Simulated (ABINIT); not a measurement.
## SnO2 (Cassiterite): a self-consistent loop beyond G0W0, cycle by cycle

Wanted: G0W0 and self-consistent gaps of SnO2 (Cassiterite), with the cost of the cycles.

Program: ABINIT 10.8.3. Level of theory: PBE and many-body steps on it, plane waves. Results are calculated unless marked as measured.

**Experimental background.**

- Gap 3.6 eV: experimental gap quoted from earlier work; bulk crystal (quoted in “Study on the Photocatalytic Properties of Flower-Shaped SnO2”, 2022, pmc:9565917).

### Step 1. Set-up

Symmetry: P4_2/mnm, No. 136, tetragonal system. Conventional cell: a = 4.738 Å, b = 4.738 Å, c = 3.187 Å, α = 90.00°, β = 90.00°, γ = 90.00°. Nearest to Sn lie 6 O at 2.05 to 2.06 Å. Nearest to O lie 3 Sn at 2.05 to 2.06 Å. Farther neighbours and most contacts between anions are not listed.

The cell and positions come from the Crystallography Open Database and are kept as given unless a step says otherwise.

### Step 2. Empty states on the mesh, 4×4×4 mesh, 89 bands

This step: ABINIT 10.8.3; DFT, PBE, plane waves, norm-conserving pseudopotentials.

The sums over transitions need many empty states on a uniform mesh; this step solves for them.

File run.abi:

```
acell 3*1.0 Angstrom
rprim 
  4.738000000000 0.000000000000 0.000000000000
  0.000000000000 4.738000000000 0.000000000000
  0.000000000000 0.000000000000 3.186500000000
ntypat 2
znucl 50 8
natom 6
typat 1 1 2 2 2 2
xred 
  0.000000000000 0.000000000000 0.000000000000
  0.500000000000 0.500000000000 0.500000000000
  0.307100000000 0.307100000000 0.000000000000
  0.192900000000 0.807100000000 0.500000000000
  0.692900000000 0.692900000000 0.000000000000
  0.807100000000 0.192900000000 0.500000000000
pp_dirpath "pseudos"
pseudos "Sn.upf, O.upf"
ecut 42
ngkpt 4 4 4
nshiftk 1
shiftk 0 0 0
kptopt 1
chksymbreak 0
iscf -2
irdden 1
istwfk *1
nband 89
nbdbuf 8
tolwfr 1e-09
nstep 60
prtvol 0
indata_prefix "in"
outdata_prefix "out"
tmpdata_prefix "tmp"
```

Started as:

```
OMP_NUM_THREADS=1 mpirun -n 4 abinit run.abi > log
```

Numbers of over 12 decimals in the logs are rounded to 6 here.

Log:

```text
.Version 10.8.3 of ABINIT. v10.8.2 released Aug 2026.

 Symmetries : space group P4_2/m n m (#136); Bravais tP (primitive tetrag.)
[... echo of the input left out ...]
== DATASET  1 ==================================================================
-   mpi_nproc: 4, omp_nthreads: 1 (-1 if OMP is not activated)

--- !DatasetInfo
iteration_state: {dtset: 1, }
dimensions: {natom: 6, nkpt: 18, mband: 89, nsppol: 1, nspinor: 1, nspden: 1, mpw: 6312, }
cutoff_energies: {ecut:  42.0, pawecutdg:  -1.0, }
[...]
1.51977    1.52386    1.52579    1.52579    1.52593    1.60083    1.62420    1.62420
   1.63025    1.64301    1.71809    1.75632    1.75632    1.83100    1.83190    1.83219
   1.84918
 prteigrs : prtvol=0 or 1, do not print more k-points.

== END DATASET(S) ==============================================================
================================================================================

 -outvars: echo values of variables after computation  --------
            nband          89
             nkpt          18
          spgroup         136
 [... the other variables as echoed above ...]

 Calculation completed.
```

Run time: 68 s. Hardware: 4 MPI ranks of Arm Neoverse V1, shared host; peak memory 0.44 GiB.

Numbers from this step:

| Item | Value |
| --- | --- |
| gap | 1.284 eV |
| k of the valence top | 0, 0, 0 |
| k of the conduction bottom | 0, 0, 0 |
| least direct gap | 1.284 eV |
| k points computed | 18 |
| lowest point of the top converged band, above the valence top | 36.96 eV |

On this mesh the gap is 1.284 eV.

The density comes from a self-consistent run that is not shown.

### Step 3. Screening, 4×4×4 mesh, 81 bands, screening to 106.1 eV

The RPA dielectric matrix is built and inverted for each q.

This step: RPA screening on PBE, plane waves, norm-conserving pseudopotentials.

Edit run.abi of step 2 so:

```diff
@@ -24,10 +24,11 @@
 chksymbreak 0
-iscf -2
-irdden 1
 istwfk *1
-nband 89
-nbdbuf 8
-tolwfr 1e-09
-nstep 60
-prtvol 0
+occopt 1
+irdwfk 1
+optdriver 3
+nband 81
+ecuteps 3.9
+inclvkb 2
+awtr 1
+symchi 1
 indata_prefix "in"
```

Log:

```text
.Version 10.8.3 of ABINIT. v10.8.2 released Aug 2026.

 Symmetries : space group P4_2/m n m (#136); Bravais tP (primitive tetrag.)
[... echo of the input left out ...]
== DATASET  1 ==================================================================
-   mpi_nproc: 4, omp_nthreads: 1 (-1 if OMP is not activated)

--- !DatasetInfo
iteration_state: {dtset: 1, }
dimensions: {natom: 6, nkpt: 18, mband: 81, nsppol: 1, nspinor: 1, nspden: 1, mpw: 6312, }
cutoff_energies: {ecut:  42.0, pawecutdg:  -1.0, }
electrons: {nelect:   6.80000000E+01, charge:   0.00000000E+00, occopt:   1.00000000E+00, tsmear:   1.00000000E-02, }

 SCREENING: Calculation of the susceptibility and dielectric matrices

 Based on a program developped by R.W. Godby, V. Olevano, G. Onida, and L. Reining.
 Incorporated in ABINIT by V. Olevano, G.-M. Rignanese, and M. Torrent.
.Using double precision arithmetic ; gwpc =  8

[... cell and pseudopotentials left out ...]
--------------------------------------------------------------------------------

 ==== K-mesh for the wavefunctions ====
 Number of points in the irreducible wedge :    18
[... list of points left out ...]
 Together with 16 symmetry operations and time-reversal symmetry
 yields    64 points in the full Brillouin Zone.

 ==== Q-mesh for the screening function ====
 Number of points in the irreducible wedge :    18
[... list of points left out ...]
 Together with 16 symmetry operations and time-reversal symmetry
 yields    64 points in the full Brillouin Zone.

 setmesh: FFT mesh size selected  =    36x   36x   24
          total number of points  =        31104

 vcoul_init : cutoff-mode = AUXILIARY_FUNCTION
 q-points for optical limit:   1
     1)      0.000010    0.000020    0.000030

- screening: taking advantage of time-reversal symmetry
- Maximum band index for partially occupied states nbvw = 34
- Remaining bands to be divided among processors   nbcw = 47
- Number of bands treated by each node ~11

 Number of electrons calculated from density =   68.0000; Expected =   68.0000
 average of density, n =  0.140867
 r_s =    1.1923
 omega_plasma =   36.2043 [eV]

 calculating chi0 at frequencies [eV] :
  1    0.000000E+00    0.000000E+00
  2    0.000000E+00    3.620427E+01

--------------------------------------------------------------------------------
  q-point number  1        q = ( 0.000000, 0.000000, 0.000000) [r.l.u.]
--------------------------------------------------------------------------------
[... chi0 elements left out ...]
 For q-point:  0.000010 0.000020 0.000030
  dielectric constant =   4.5446
  dielectric constant without local fields =   4.7463

  Average fulfillment of the sum rule on Im[epsilon] for q-point    1 :     31.04  [%]
[... wings left out ...]
  q-point number  2        q = ( 0.250000, 0.000000, 0.000000) [r.l.u.]
--------------------------------------------------------------------------------
[... chi0 elements left out ...]
  Average fulfillment of the sum rule on Im[epsilon] for q-point    2 :     44.28  [%]

 [... 16 further q-points ...]
```

Elapsed: 2.7 min, on 4 MPI ranks; peak memory 2.3 GiB.

Numbers from this step:

```
ε∞ with local fields, on this mesh, along the program's q direction : 4.545
the same without local fields                                       : 4.746
plasma frequency                                                    : 36.20 eV
plane waves in the screening matrix                                 : 177
```

Local fields lower ε∞ by 4 %. On a Γ-centred mesh this coarse the value itself is usually too large, while a short band sum pulls it down.

### Step 4. G0W0

The self-energy is evaluated for the states that the input lists, and the levels follow from it, in one-shot runs by the linearised quasiparticle equation.

This step: G0W0 on PBE, plane waves, norm-conserving pseudopotentials.

Edit run.abi of step 3 so:

```diff
@@ -27,8 +27,15 @@
 irdwfk 1
-optdriver 3
+optdriver 4
 nband 81
+gwcalctyp 0
+ecutsigx 42
+symsigma 1
+nkptgw 1
+kptgw 
+  0.0000000000 0.0000000000 0.0000000000
+bdgw 
+  32 36
 ecuteps 3.9
-inclvkb 2
-awtr 1
-symchi 1
+irdscr 1
+ppmodel 1
 indata_prefix "in"
```

Log:

```text
.Version 10.8.3 of ABINIT. v10.8.2 released Aug 2026.

 Symmetries : space group P4_2/m n m (#136); Bravais tP (primitive tetrag.)
[... echo of the input left out ...]
== DATASET  1 ==================================================================
-   mpi_nproc: 4, omp_nthreads: 1 (-1 if OMP is not activated)

--- !DatasetInfo
iteration_state: {dtset: 1, }
dimensions: {natom: 6, nkpt: 18, mband: 81, nsppol: 1, nspinor: 1, nspden: 1, mpw: 6312, }
cutoff_energies: {ecut:  42.0, pawecutdg:  -1.0, }
electrons: {nelect:   6.80000000E+01, charge:   0.00000000E+00, occopt:   1.00000000E+00, tsmear:   1.00000000E-02, }

 SIGMA: Calculation of the GW corrections

 Based on a program developped by R.W. Godby, V. Olevano, G. Onida, and L. Reining.
 Incorporated in ABINIT by V. Olevano, G.-M. Rignanese, and M. Torrent.
.Using double precision arithmetic ; gwpc =  8

[... cell and pseudopotentials left out ...]
--------------------------------------------------------------------------------

 ==== K-mesh for the wavefunctions ====
 Number of points in the irreducible wedge :    18
[... list of points left out ...]
 Together with 16 symmetry operations and time-reversal symmetry
 yields    64 points in the full Brillouin Zone.

 ==== Q-mesh for screening function ====
 Number of points in the irreducible wedge :    18
[... list of points left out ...]
 Together with 16 symmetry operations and time-reversal symmetry
 yields    64 points in the full Brillouin Zone.

 vcoul_init : cutoff-mode = AUXILIARY_FUNCTION
 q-points for optical limit:   1
     1)      0.000010    0.000020    0.000030
 setmesh: FFT mesh size selected  =    54x   54x   36
          total number of points  =       104976

 Number of electrons calculated from density =   68.0000; Expected =   68.0000
 average of density, n =  0.140867
 r_s =    1.1923
 omega_plasma =   36.2043 [eV]

 === KS Band Gaps ===
  >>>> For spin  1
   Minimum direct gap =   1.2836 [eV], located at k-point      :   0.0000  0.0000  0.0000
   Fundamental gap    =   1.2836 [eV], Top of valence bands at :   0.0000  0.0000  0.0000
                                       Bottom of conduction at :   0.0000  0.0000  0.0000
 SIGMA fundamental parameters:
 PLASMON POLE MODEL  1
 number of plane-waves for SigmaX                 6273
 number of plane-waves for SigmaC and W            177
 number of plane-waves for wavefunctions          6273
 number of bands                                    81
 number of independent spin polarizations            1
 number of spinorial components                      1
 number of k-points in IBZ                          18
 number of q-points in IBZ                          18
 number of symmetry operations                      16
 number of k-points in BZ                           64
 number of q-points in BZ                           64
 number of frequencies for dSigma/dE                 9
 frequency step for dSigma/dE [eV]                0.25
 number of omega for Sigma on real axis              0
 max omega for Sigma on real axis  [eV]           0.00
 zcut for avoiding poles [eV]                     0.10

 EPSILON^-1 parameters (SCR file):
 dimension of the eps^-1 matrix on file            177
 dimension of the eps^-1 matrix used               177
 number of plane-waves for wavefunctions          6273
 number of bands                                    81
 number of q-points in IBZ                          18
 number of frequencies                               2
 number of real frequencies                          1
 number of imag frequencies                          1

 matrix elements of self-energy operator (all in [eV])

 Perturbative Calculation

--- !SelfEnergy_ee
iteration_state: {dtset: 1, }
kpoint     : [   0.000,    0.000,    0.000, ]
spin       : 1
KS_gap     :    1.284
QP_gap     :    2.790
Delta_QP_KS:    1.506
data: !SigmaeeData |
     Band     E0 <VxcDFT>   SigX SigC(E0)      Z dSigC/dE  Sig(E)    E-E0       E
       32   6.013 -20.016 -25.535   5.262   0.791  -0.264 -20.219  -0.203   5.810
       33   6.013 -20.016 -25.535   5.262   0.791  -0.264 -20.219  -0.203   5.810
       34   6.777 -20.351 -26.231   5.613   0.790  -0.265 -20.562  -0.211   6.566
       35   8.061 -16.498 -12.586  -2.381   0.846  -0.182 -15.203   1.295   9.356
       36  12.920 -16.302 -10.641  -3.350   0.839  -0.192 -14.363   1.939  14.858

== END DATASET(S) ==============================================================
================================================================================

 -outvars: echo values of variables after computation  --------
           etotal      0.0000000000E+00
            nband          81
             nkpt          18
          spgroup         136
 [... the other variables as echoed above ...]

 Calculation completed.
```

Run time: 7.6 s. Hardware: 4 MPI ranks; peak memory 1.7 GiB; 30 s of CPU time.

Numbers from this step:

| Property | Result |
| --- | --- |
| G0W0 gap on the points computed | 2.79 eV |
| starting gap on the mesh | 1.284 eV |
| k of the valence top | 0, 0, 0 |
| k of the conduction bottom | 0, 0, 0 |
| Z at the valence top | 0.79 |
| Z at the conduction bottom | 0.846 |
| least direct G0W0 gap on the computed points | 2.79 eV |

The gap on the mesh goes from 1.28 eV to 2.79 eV, a correction of +1.51 eV.

### Step 5. evGW0, cycle 1

This step: evGW0 on PBE, plane waves, norm-conserving pseudopotentials.

Edit run.abi of step 4 so:

```diff
@@ -29,10 +29,44 @@
 nband 81
-gwcalctyp 0
+gwcalctyp 10
 ecutsigx 42
 symsigma 1
-nkptgw 1
+nkptgw 18
 kptgw 
   0.0000000000 0.0000000000 0.0000000000
+  0.2500000000 0.0000000000 0.0000000000
+  0.5000000000 0.0000000000 0.0000000000
+  0.2500000000 0.2500000000 0.0000000000
+  0.5000000000 0.2500000000 0.0000000000
+  0.5000000000 0.5000000000 0.0000000000
+  0.0000000000 0.0000000000 0.2500000000
+  0.2500000000 0.0000000000 0.2500000000
+  0.5000000000 0.0000000000 0.2500000000
+  0.2500000000 0.2500000000 0.2500000000
+  0.5000000000 0.2500000000 0.2500000000
+  0.5000000000 0.5000000000 0.2500000000
+  0.0000000000 0.0000000000 0.5000000000
+  0.2500000000 0.0000000000 0.5000000000
+  0.5000000000 0.0000000000 0.5000000000
+  0.2500000000 0.2500000000 0.5000000000
+  0.5000000000 0.2500000000 0.5000000000
+  0.5000000000 0.5000000000 0.5000000000
 bdgw 
-  32 36
+  23 40
+  23 40
+  23 40
+  23 40
+  23 40
+  23 40
+  23 40
+  23 40
+  23 40
+  23 40
+  23 40
+  23 40
+  23 40
+  23 40
+  23 40
+  23 40
+  23 40
+  23 40
 ecuteps 3.9
```

Log:

```text
.Version 10.8.3 of ABINIT. v10.8.2 released Aug 2026.

 Symmetries : space group P4_2/m n m (#136); Bravais tP (primitive tetrag.)
[... echo of the input left out ...]
== DATASET  1 ==================================================================
-   mpi_nproc: 4, omp_nthreads: 1 (-1 if OMP is not activated)

--- !DatasetInfo
iteration_state: {dtset: 1, }
dimensions: {natom: 6, nkpt: 18, mband: 81, nsppol: 1, nspinor: 1, nspden: 1, mpw: 6312, }
cutoff_energies: {ecut:  42.0, pawecutdg:  -1.0, }
electrons: {nelect:   6.80000000E+01, charge:   0.00000000E+00, occopt:   1.00000000E+00, tsmear:   1.00000000E-02, }

 SIGMA: Calculation of the GW corrections

 Based on a program developped by R.W. Godby, V. Olevano, G. Onida, and L. Reining.
 Incorporated in ABINIT by V. Olevano, G.-M. Rignanese, and M. Torrent.
.Using double precision arithmetic ; gwpc =  8

[... cell and pseudopotentials left out ...]
--------------------------------------------------------------------------------

 ==== K-mesh for the wavefunctions ====
 Number of points in the irreducible wedge :    18
[... list of points left out ...]
 Together with 16 symmetry operations and time-reversal symmetry
 yields    64 points in the full Brillouin Zone.

 ==== Q-mesh for screening function ====
 Number of points in the irreducible wedge :    18
[... list of points left out ...]
 Together with 16 symmetry operations and time-reversal symmetry
 yields    64 points in the full Brillouin Zone.

 vcoul_init : cutoff-mode = AUXILIARY_FUNCTION
 q-points for optical limit:   1
     1)      0.000010    0.000020    0.000030
 setmesh: FFT mesh size selected  =    54x   54x   36
          total number of points  =       104976

 Number of electrons calculated from density =   68.0000; Expected =   68.0000
[...]
spin       : 1
KS_gap     :    6.498
QP_gap     :    8.946
Delta_QP_KS:    2.448
data: !SigmaeeData |
     Band     E_DFT   <VxcDFT>   E(N-1)  <Hhartree>   SigX  SigC[E(N-1)]    Z     dSigC/dE  Sig[E(N)]  DeltaE  E(N)_pert E(N)_diago
[...]
--- !SelfEnergy_ee
iteration_state: {dtset: 1, }
kpoint     : [   0.500,    0.500,    0.500, ]
spin       : 1
KS_gap     :    5.756
QP_gap     :    8.081
Delta_QP_KS:    2.325
data: !SigmaeeData |
     Band     E_DFT   <VxcDFT>   E(N-1)  <Hhartree>   SigX  SigC[E(N-1)]    Z     dSigC/dE  Sig[E(N)]  DeltaE  E(N)_pert E(N)_diago
[...]
39    17.849   -15.740    17.849    33.589    -8.992    -4.192     0.821    -0.219   -13.643     2.097    19.945    20.404
       40    17.849   -15.740    17.849    33.589    -8.992    -4.192     0.821    -0.219   -13.643     2.097    19.945    20.404

 New Fermi energy :        2.958616E-01 Ha ,    8.050805E+00 eV

 === QP Band Gaps ===
  >>>> For spin  1
   Minimum direct gap =   3.0816 [eV], located at k-point      :   0.0000  0.0000  0.0000
   Fundamental gap    =   3.0816 [eV], Top of valence bands at :   0.0000  0.0000  0.0000
                                       Bottom of conduction at :   0.0000  0.0000  0.0000

 writing QP data on file : out_QPS

 Convergence of QP corrections
 >>>>> For spin  1 <<<<<
.  kptgw no:  1; Maximum DeltaE = (   0.000   0.000) for band index: 18
.  kptgw no:  2; Maximum DeltaE = (   1.939  -0.001) for band index: 18
.  kptgw no:  3; Maximum DeltaE = (   1.873  -0.000) for band index: 18
[...]
.  kptgw no: 17; Maximum DeltaE = (  -0.501   0.000) for band index: 14
.  kptgw no: 18; Maximum DeltaE = (   2.044   0.000) for band index: 18

== END DATASET(S) ==============================================================
================================================================================

 -outvars: echo values of variables after computation  --------
           etotal      0.0000000000E+00
            nband          81
             nkpt          18
          spgroup         136
 [... the other variables as echoed above ...]

 Calculation completed.
```

Elapsed: 8.3 min, on 4 MPI ranks; peak memory 3.6 GiB; 33 min of CPU time.

Numbers from this step:

```
quasiparticle gap on the mesh                         : 3.082 eV
gap of the density functional on the mesh             : 1.284 eV
k of the valence top                                  : 0, 0, 0
k of the conduction bottom                            : 0, 0, 0
Z at the valence top                                  : 0.79
Z at the conduction bottom                            : 0.846
least direct quasiparticle gap on the computed points : 3.082 eV
```

Against G0W0 in ABINIT (4×4×4 mesh, 81 bands, screening to 106.1 eV, Godby-Needs plasmon pole), the gap moves by +0.292 eV. This first cycle still uses the starting levels; it takes the full correction, at all points of the mesh, and its linearised value is 2.790 eV.

### Step 6. evGW0, cycle 2

The corrected levels of the last cycle go back in.

Edit run.abi of step 5 so:

```diff
@@ -74,2 +74,3 @@
 ppmodel 1
+irdqps 1
 indata_prefix "in"
```

Log:

```text
.Version 10.8.3 of ABINIT. v10.8.2 released Aug 2026.

 Symmetries : space group P4_2/m n m (#136); Bravais tP (primitive tetrag.)
[... echo of the input left out ...]
== DATASET  1 ==================================================================
-   mpi_nproc: 4, omp_nthreads: 1 (-1 if OMP is not activated)

--- !DatasetInfo
iteration_state: {dtset: 1, }
dimensions: {natom: 6, nkpt: 18, mband: 81, nsppol: 1, nspinor: 1, nspden: 1, mpw: 6312, }
cutoff_energies: {ecut:  42.0, pawecutdg:  -1.0, }
[...]
.  kptgw no:  3; Maximum DeltaE = (  -0.120   0.000) for band index: 17
[...]
.  kptgw no: 17; Maximum DeltaE = (  -0.189   0.000) for band index: 17
.  kptgw no: 18; Maximum DeltaE = (  -0.164  -0.000) for band index: 17

== END DATASET(S) ==============================================================
================================================================================

 -outvars: echo values of variables after computation  --------
           etotal      0.0000000000E+00
            nband          81
             nkpt          18
          spgroup         136
 [... the other variables as echoed above ...]

 Calculation completed.
```

It took 8.3 min on 4 MPI ranks; peak memory 3.6 GiB; 33 min of CPU time.

Numbers from this step:

```yaml
quasiparticle_gap_on_the_mesh: 3.019 eV
gap_of_the_density_functional_on_the_mesh: 1.284 eV
k_of_the_valence_top: 0, 0, 0
k_of_the_conduction_bottom: 0, 0, 0
least_direct_quasiparticle_gap_on_the_computed_points: 3.019 eV
```

Against the cycle before, the gap moves by −0.063 eV.

(Continued in part 2 of 3.)

[Paths, hosts, dates, memory and timing lines, banners, echoed tables and standing remarks are left out of the program output.]

[Logs are printed without paths, hosts, clocks, repeated set-up lines and the standing remarks that a program may print on its own settings, such as how far it seeks lower states.]

[Runs of the session that timed out or met a known fault of the program may be left out.]

[Hosts, paths, dates, database ids (printed as entryN), source tags and the programs' standing remarks are cut or masked in the printed files.]

[G0W0 gaps are taken among the corrected bands and points alone; a level outside them can change the order at an edge.]

[Where Ansatz stands beside ABINIT at settings called matched, ABINIT's density can come from a denser mesh and the files from another edition; pairs whose starting gaps differed by over 0.03 eV were left out, so agreement reads better than it is.]
